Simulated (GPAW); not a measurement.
# A 2-layer slab of Mo(111) in an electric field

Wanted: the out-of-plane polarisability of a 2-layer slab of Mo(111).

Main program and level: GPAW 26.7.0; GPAW, PAW setups; slab in vacuum.

Report form: the programs' logs are mostly left out.

## Step 1: The starting structure

The cell holds 2 atoms: 2 Mo. Cell: a = 4.455 Å, b = 4.455 Å, c = 16.909 Å, α = 90.0°, β = 90.0°, γ = 60.0°. Vacuum lies along c.

## Step 2: Relaxation

The atoms are relaxed first, since the surface dipole, and with it the work function, follows the positions of the outer layers. The lowest 1 atoms are held at bulk positions and keep their forces.

Contents of run.py:

```python
import json
import numpy as np
from ase import Atoms
from ase.constraints import FixAtoms
from ase.optimize import BFGS
from gpaw import GPAW, PW

slab = Atoms(
    ['Mo', 'Mo'],
    positions=[
        [4.45477, 2.57196, 8.00000],
        [0.00000, 0.00000, 8.90933]],
    cell=[[4.45477, 0.0, 0.0], [2.22739, 3.85795, 0.0], [0.0, 0.0, 16.90933]],
    pbc=[True, True, False])

slab.calc = GPAW(mode=PW(400), xc='PBE', kpts={'size': (8, 8, 1), 'gamma': True},
                 occupations={'name': 'fermi-dirac', 'width': 0.1}, nbands='140%',
                 convergence={'density': 0.0001}, maxiter=200,
                 poissonsolver={'dipolelayer': 'xy'},
                 symmetry={'tolerance': 1e-3}, txt='slab.txt')
result = {}
slab.set_constraint(FixAtoms([0]))
path = []
opt = BFGS(slab, maxstep=0.2)
opt.attach(lambda: path.append((slab.get_potential_energy(), slab.positions.tolist(), slab.get_forces().tolist())))
result['relaxed'] = bool(opt.run(fmax=0.05, steps=30))
result['path'] = path
energy = slab.get_potential_energy()
fermi = slab.calc.get_fermi_level()
v = slab.calc.get_electrostatic_potential().mean((0, 1)) - fermi
n = slab.calc.get_pseudo_density().mean((0, 1))
L = slab.cell[2, 2]
z = np.arange(len(v)) * L / len(v)
low, high = slab.positions[:, 2].min(), slab.positions[:, 2].max()
below, above = np.interp([low - 5.8, high + 5.8], z, v)
slopes = [np.interp(x, z, np.gradient(v, z)) for x in (low - 5.8, high + 5.8)]
eps = np.array([[slab.calc.get_eigenvalues(k, s) for k in range(len(slab.calc.get_ibz_k_points()))]
                for s in range(slab.calc.get_number_of_spins())]) - fermi
top, bottom = eps[eps < 0].max(), eps[eps > 0].min()
dipole = slab.get_dipole_moment()[2]
print(f'energy {energy:.4f} eV, Fermi level {fermi:.4f} eV, dipole {dipole:.5f} e A')
print(f'potential 5.8 A off the faces, from the Fermi level: lower {below:.4f} eV, upper {above:.4f} eV')
print(f'slope of the potential there: lower {slopes[0]:.5f}, upper {slopes[1]:.5f} eV/A')
print(f'nearest levels on the mesh: {top:.4f} and {bottom:.4f} eV')
print('magnetic moment', round(slab.get_magnetic_moment(), 3))
result.update(energy=energy, fermi=fermi, dipole=dipole, below=below, above=above, slopes=slopes, edges=[top, bottom],
              z=z.tolist(), v=v.tolist(), n=n.tolist(), positions=slab.positions.tolist(),
              forces=slab.get_forces(apply_constraint=False).tolist(), moments=slab.get_magnetic_moments().tolist())
json.dump(result, open('result.json', 'w'))
```

Run with:

```
$ OMP_NUM_THREADS=1 OPENBLAS_NUM_THREADS=1 python run.py
```

It took 3.8 min on 1 thread of AMD EPYC 7R43, shared host; peak memory 0.2 GiB.

Step by step:

```csv
step,energy less that of the first step (eV),largest force (eV/Å)
1,0.0000,1.9744
2,-0.0601,1.9304
3,-0.4082,0.9660
4,-0.4179,0.7168
5,-0.4644,0.0693
6,-0.4651,0.0124
```

The atoms that moved most (Å):

| atom | dx | dy | dz | length |
| --- | --- | --- | --- | --- |
| Mo2 | 0.000 | 0.000 | -0.334 | 0.334 |

Final coordinates:

```cif
data_structure
_symmetry_space_group_name_H-M 'P 1'
_symmetry_Int_Tables_number 1
_cell_length_a 4.4548
_cell_length_b 4.4548
_cell_length_c 16.9093
_cell_angle_alpha 90.000
_cell_angle_beta 90.000
_cell_angle_gamma 60.000
_cell_volume 290.61
loop_
_atom_site_label
_atom_site_type_symbol
_atom_site_fract_x
_atom_site_fract_y
_atom_site_fract_z
_atom_site_occupancy
Mo1 Mo 0.66667 0.66667 0.47311 1
Mo2 Mo 0.00000 0.00000 0.50714 1
```

Numbers from this step:

```yaml
dipole_along_the_normal: 2.96e-4 e·Å
levels_nearest_the_fermi_level_on_the_mesh: -0.1124, 0.1242 eV from the Fermi level
upper_work_function: 4.325 eV
lower_work_function: 4.325 eV
```

The electrostatic potential energy of an electron (without an applied field's), less the Fermi level, planar mean by z:

```csv
z (Å),"electrostatic potential energy of an electron (without an applied field's), less the Fermi level, planar mean (eV)"
0,4.32
1,4.32
2,4.32
3,4.32
4,4.32
5,4.30
6,4.06
7,1.61
8,-14.7
9,-6.07
10,3.32
11,4.23
12,4.32
13,4.32
14,4.32
15,4.32
16,4.32
```

Pseudo valence density, planar mean against z:

z (Å), pseudo valence density, planar mean (e/Å³) and a bar:
```
     0.00       0.00 
     0.63       0.00 
     1.06       0.00 
     1.69       0.00 
     2.33       0.00 
     2.96       0.00 
     3.38       0.00 
     4.02       0.00 
     4.65       0.00 
     5.28       0.00 
     5.71       0.00 
     6.34       0.02 
     6.98       0.08 ##
     7.40       0.27 ########
     8.03       1.08 ##############################
     8.67       0.98 ###########################
     9.30       0.19 #####
     9.72       0.06 ##
    10.36       0.01 
    10.99       0.00 
    11.41       0.00 
    12.05       0.00 
    12.68       0.00 
    13.32       0.00 
    13.74       0.00 
    14.37       0.00 
    15.01       0.00 
    15.64       0.00 
    16.06       0.00 
    16.70       0.00
```

The relaxation lowered the energy of the cell by 0.465 eV (energies extrapolated to zero smearing; the optimiser's log prints free energies). The largest force left on a free atom is 0.012 eV/Å.

## Step 3: Plane waves, PBE

The work function is the vacuum plateau of the electrostatic potential less the Fermi level; a dipole layer lets the two faces have plateaus of their own.

run.py, as its differences from that of step 2:

```diff
@@ -3,4 +3,2 @@
 from ase import Atoms
-from ase.constraints import FixAtoms
-from ase.optimize import BFGS
 from gpaw import GPAW, PW
@@ -11,3 +9,3 @@
         [4.45477, 2.57196, 8.00000],
-        [0.00000, 0.00000, 8.90933]],
+        [-0.00000, 0.00000, 8.57543]],
     cell=[[4.45477, 0.0, 0.0], [2.22739, 3.85795, 0.0], [0.0, 0.0, 16.90933]],
@@ -17,3 +15,3 @@
                  occupations={'name': 'fermi-dirac', 'width': 0.1}, nbands='140%',
-                 convergence={'density': 0.0001}, maxiter=200,
+                 convergence={'density': 1e-05}, maxiter=200,
                  poissonsolver={'dipolelayer': 'xy'},
@@ -21,8 +19,2 @@
 result = {}
-slab.set_constraint(FixAtoms([0]))
-path = []
-opt = BFGS(slab, maxstep=0.2)
-opt.attach(lambda: path.append((slab.get_potential_energy(), slab.positions.tolist(), slab.get_forces().tolist())))
-result['relaxed'] = bool(opt.run(fmax=0.05, steps=30))
-result['path'] = path
 energy = slab.get_potential_energy()
```

The job ended after 55 s (1 thread; peak memory 0.2 GiB).

Numbers from this step:

```yaml
dipole_along_the_normal: 5.39e-6 e·Å
```

Table of electrostatic potential energy of an electron (without an applied field's), less the Fermi level, planar mean by z:

```csv
z (Å),"electrostatic potential energy of an electron (without an applied field's), less the Fermi level, planar mean (eV)"
0.0,4.32
0.5,4.32
1.0,4.32
1.5,4.32
2.0,4.32
2.5,4.32
3.0,4.32
3.5,4.32
4.0,4.32
4.5,4.32
5.0,4.30
5.5,4.24
6.0,4.06
6.5,3.48
7.0,1.61
7.5,-4.52
8.0,-14.7
8.5,-15.6
9.0,-6.07
9.5,1.08
10.0,3.32
10.5,4.01
11.0,4.23
11.5,4.30
12.0,4.32
12.5,4.32
13.0,4.32
13.5,4.32
14.0,4.32
14.5,4.32
15.0,4.32
15.5,4.32
16.0,4.32
16.5,4.32
```

Pseudo valence density, planar mean against z:

```
z (Å)  pseudo valence density, planar mean (e/Å³)
 0.00                                           0
 0.63                                           0
 1.06                                           0
 1.69                                           0
 2.33                                      1.3e-6
 2.96                                      5.9e-6
 3.38                                      1.6e-5
 4.02                                      7.4e-5
 4.65                                      3.3e-4
 5.28                                     0.00148
 5.71                                     0.00396
 6.34                                      0.0173
 6.98                                      0.0834
 7.40                                       0.272
 8.03                                        1.08
 8.67                                       0.977
 9.30                                       0.192
 9.72                                      0.0599
10.36                                      0.0130
10.99                                     0.00298
11.41                                     0.00111
12.05                                      2.5e-4
12.68                                      5.5e-5
13.32                                      1.2e-5
13.74                                      4.4e-6
14.37                                           0
15.01                                           0
15.64                                           0
16.06                                           0
16.70                                           0
```

The potential is flat to 1.2e-4 eV/Å where it is read, so the vacuum is wide enough.

## Step 4: In a field

A uniform field along the normal polarises the slab; the atoms stay fixed, so this is the electronic response alone.

run.py, as its differences from that of step 3:

```diff
@@ -4,2 +4,3 @@
 from gpaw import GPAW, PW
+from gpaw.external import ConstantElectricField
 
@@ -17,2 +18,3 @@
                  poissonsolver={'dipolelayer': 'xy'},
+                 external=ConstantElectricField(-0.2, [0, 0, 1]),
                  symmetry={'tolerance': 1e-3}, txt='slab.txt')
```

Wall time 90 s (1 thread); peak memory 0.26 GiB.

This step gave:

| Property | Result |
| --- | --- |
| dipole along the normal | -0.07676 e·Å |
| levels nearest the Fermi level on the mesh | -0.1127, 0.1246 eV from the Fermi level |
| potential below the slab, the applied field's own ramp left out | 3.894 eV from the Fermi level |
| potential above the slab, the applied field's own ramp left out | 4.702 eV from the Fermi level |

The electrostatic potential energy of an electron (without an applied field's), less the Fermi level, planar mean by z:

```csv
z (Å),"electrostatic potential energy of an electron (without an applied field's), less the Fermi level, planar mean (eV)"
0.0,4.30
0.5,3.89
1.0,3.89
1.5,3.89
2.0,3.89
2.5,3.89
3.0,3.89
3.5,3.89
4.0,3.89
4.5,3.89
5.0,3.87
5.5,3.83
6.0,3.66
6.5,3.12
7.0,1.31
7.5,-4.72
8.0,-14.7
8.5,-15.5
9.0,-5.96
9.5,1.30
10.0,3.62
10.5,4.35
11.0,4.59
11.5,4.66
12.0,4.69
12.5,4.70
13.0,4.70
13.5,4.70
14.0,4.70
14.5,4.70
15.0,4.70
15.5,4.70
16.0,4.70
16.5,4.69
```

The dipole is now -0.0768 e Å, against 5.4e-6 in the run without a field.

## Step 5: Field on

run.py, as its differences from that of step 4:

```diff
@@ -18,3 +18,3 @@
                  poissonsolver={'dipolelayer': 'xy'},
-                 external=ConstantElectricField(-0.2, [0, 0, 1]),
+                 external=ConstantElectricField(-0.1, [0, 0, 1]),
                  symmetry={'tolerance': 1e-3}, txt='slab.txt')
```

Run time: 89 s. Hardware: 1 thread; peak memory 0.26 GiB.

Numbers from this step:

```yaml
dipole_along_the_normal: -0.03836 e·Å
levels_nearest_the_fermi_level_on_the_mesh: -0.1125, 0.1243 eV from the Fermi level
potential_below_the_slab_the_applied_field_s_own_ramp_left_out: 4.108 eV from the Fermi level
potential_above_the_slab_the_applied_field_s_own_ramp_left_out: 4.512 eV from the Fermi level
```

Table of electrostatic potential energy of an electron (without an applied field's), less the Fermi level, planar mean by z:

z (Å), electrostatic potential energy of an electron (without an applied field's), less the Fermi level, planar mean (eV) and a bar from the least value:
```
      0.0        4.3 ##############################
      0.5        4.1 #############################
      1.0        4.1 #############################
      1.5        4.1 #############################
      2.0        4.1 #############################
      2.5        4.1 #############################
      3.0        4.1 #############################
      3.5        4.1 #############################
      4.0        4.1 #############################
      4.5        4.1 #############################
      5.0        4.1 #############################
      5.5        4.0 #############################
      6.0        3.9 #############################
      6.5        3.3 ############################
      7.0        1.5 #########################
      7.5       -4.6 ################
      8.0      -14.7 #
      8.5      -15.6 
      9.0       -6.0 ##############
      9.5        1.2 #########################
     10.0        3.5 ############################
     10.5        4.2 ##############################
     11.0        4.4 ##############################
     11.5        4.5 ##############################
     12.0        4.5 ##############################
     12.5        4.5 ##############################
     13.0        4.5 ##############################
     13.5        4.5 ##############################
     14.0        4.5 ##############################
     14.5        4.5 ##############################
     15.0        4.5 ##############################
     15.5        4.5 ##############################
     16.0        4.5 ##############################
     16.5        4.5 ##############################
```

The dipole is now -0.0384 e Å, against 5.4e-6 in the run without a field.

## Step 6: Field on

run.py, as its differences from that of step 5:

```diff
@@ -18,3 +18,3 @@
                  poissonsolver={'dipolelayer': 'xy'},
-                 external=ConstantElectricField(-0.1, [0, 0, 1]),
+                 external=ConstantElectricField(-0.05, [0, 0, 1]),
                  symmetry={'tolerance': 1e-3}, txt='slab.txt')
```

The job ended after 2.3 min (1 thread; peak memory 0.26 GiB).

## Step 7: In a field

run.py, as its differences from that of step 6:

```diff
@@ -18,3 +18,3 @@
                  poissonsolver={'dipolelayer': 'xy'},
-                 external=ConstantElectricField(-0.05, [0, 0, 1]),
+                 external=ConstantElectricField(0.05, [0, 0, 1]),
                  symmetry={'tolerance': 1e-3}, txt='slab.txt')
```

The job ended after 99 s (1 thread; peak memory 0.26 GiB).

## Step 8: Field on

run.py, as its differences from that of step 7:

```diff
@@ -18,3 +18,3 @@
                  poissonsolver={'dipolelayer': 'xy'},
-                 external=ConstantElectricField(0.05, [0, 0, 1]),
+                 external=ConstantElectricField(0.1, [0, 0, 1]),
                  symmetry={'tolerance': 1e-3}, txt='slab.txt')
```

Wall time 2.4 min (1 thread); peak memory 0.27 GiB.

Electrostatic potential energy of an electron (without an applied field's), less the Fermi level, planar mean against z:

```csv
z (Å),"electrostatic potential energy of an electron (without an applied field's), less the Fermi level, planar mean (eV)"
0,4.34
1,4.55
2,4.55
3,4.54
4,4.54
5,4.52
6,4.27
7,1.76
8,-14.6
9,-6.13
10,3.18
11,4.05
12,4.13
13,4.14
14,4.14
15,4.14
16,4.14
```

The dipole is now 0.0383 e Å, against 5.4e-6 in the run without a field.

## Step 9: Field on

run.py, as its differences from that of step 8:

```diff
@@ -18,3 +18,3 @@
                  poissonsolver={'dipolelayer': 'xy'},
-                 external=ConstantElectricField(0.1, [0, 0, 1]),
+                 external=ConstantElectricField(0.2, [0, 0, 1]),
                  symmetry={'tolerance': 1e-3}, txt='slab.txt')
```

Run time: 1.8 min. Hardware: 1 thread; peak memory 0.27 GiB.

The dipole is now 0.0767 e Å, against 5.4e-6 in the run without a field.

## Step 10: In a field

run.py, as its differences from that of step 9:

```diff
@@ -18,3 +18,3 @@
                  poissonsolver={'dipolelayer': 'xy'},
-                 external=ConstantElectricField(0.2, [0, 0, 1]),
+                 external=ConstantElectricField(0.3, [0, 0, 1]),
                  symmetry={'tolerance': 1e-3}, txt='slab.txt')
```

The job ended after 78 s (1 thread; peak memory 0.27 GiB).

Electrostatic potential energy of an electron (without an applied field's), less the Fermi level, planar mean against z:

z (Å), electrostatic potential energy of an electron (without an applied field's), less the Fermi level, planar mean (eV) and a bar from the least value:
```
      0.0        4.4 #############################
      0.5        5.0 ##############################
      1.0        5.0 ##############################
      1.5        5.0 ##############################
      2.0        5.0 ##############################
      2.5        5.0 ##############################
      3.0        5.0 ##############################
      3.5        5.0 ##############################
      4.0        5.0 ##############################
      4.5        5.0 ##############################
      5.0        5.0 ##############################
      5.5        4.9 ##############################
      6.0        4.7 ##############################
      6.5        4.0 #############################
      7.0        2.1 ##########################
      7.5       -4.2 #################
      8.0      -14.5 ##
      8.5      -15.6 
      9.0       -6.2 ##############
      9.5        0.8 ########################
     10.0        2.9 ###########################
     10.5        3.5 ############################
     11.0        3.7 ############################
     11.5        3.8 ############################
     12.0        3.8 ############################
     12.5        3.8 ############################
     13.0        3.8 ############################
     13.5        3.8 ############################
     14.0        3.8 ############################
     14.5        3.8 ############################
     15.0        3.8 ############################
     15.5        3.8 ############################
     16.0        3.8 ############################
     16.5        3.8 ############################
```

The dipole is now 0.115 e Å, against 5.4e-6 in the run without a field.

## Step 11: The series

The members are put on one axis.

This step: induced dipole against applied field (GPAW 26.7.0).

Table of dipole along the normal by field:

```
field (V/Å)  dipole along the normal (e·Å)
      0.000                         5.4e-6
     -0.200                        -0.0768
     -0.100                        -0.0384
     -0.050                        -0.0192
      0.050                         0.0192
      0.100                         0.0383
      0.200                         0.0767
      0.300                          0.115
```

## Step 12: A changed run

One more run, with changed settings.

This step: GPAW, PAW setups; slab in vacuum (GPAW 26.7.0).

run.py, as its differences from that of step 10:

```diff
@@ -4,3 +4,2 @@
 from gpaw import GPAW, PW
-from gpaw.external import ConstantElectricField
 
@@ -15,6 +14,5 @@
 slab.calc = GPAW(mode=PW(400), xc='PBE', kpts={'size': (8, 8, 1), 'gamma': True},
-                 occupations={'name': 'fermi-dirac', 'width': 0.1}, nbands='140%',
-                 convergence={'density': 1e-05}, maxiter=200,
+                 occupations={'name': 'fermi-dirac', 'width': 0.1}, nbands='80%',
+                 convergence={'density': 1e-05}, maxiter=50,
                  poissonsolver={'dipolelayer': 'xy'},
-                 external=ConstantElectricField(0.3, [0, 0, 1]),
                  symmetry={'tolerance': 1e-3}, txt='slab.txt')
```

It took 3.2 s on 1 thread; peak memory 0.1 GiB.

The input was rejected at the start.

The program's message: “ValueError: Too few bands! Electrons: 28.0, bands: 80%”

The change that led to it: nbands = "80 % of the filled bands".

## Step 13: Results

```json
{"work function, both faces": "4.32 eV", "dipole along the normal": "5.4e-6 e Å, near the numerical noise", "induced dipole per field": "0.384 e Å per V/Å", "out-of-plane polarisability per area, α/(ε0 A)": "4.04 Å"}
```

The field induces 0.384 e Å per V/Å, a polarisable thickness α/(ε0 A) of 4.04 Å beside 0.575 Å between the outermost nuclei. A perfect conductor would give the distance between its two image planes; a dielectric of thickness t gives t(1 - 1/ε). The induced dipole is linear in the field over this range. The runs had no spin polarisation, so a magnetic state, which thin layers of d-metal atoms can have, wasn't tested. The slab is only 0.58 Å thick between its outer nuclei, so the values belong to this film more than to the surface of the bulk metal. The in-plane lattice was kept as typed, which isn't the functional's own and leaves some strain; spin-orbit coupling and temperature are left out.

[Logs are printed without paths, hosts, clocks, repeated set-up lines and the standing remarks that a program may print on its own settings, such as how far it seeks lower states.]

[Hosts, paths, dates, database ids (printed as entryN), source tags and the programs' standing remarks are cut or masked in the printed files.]
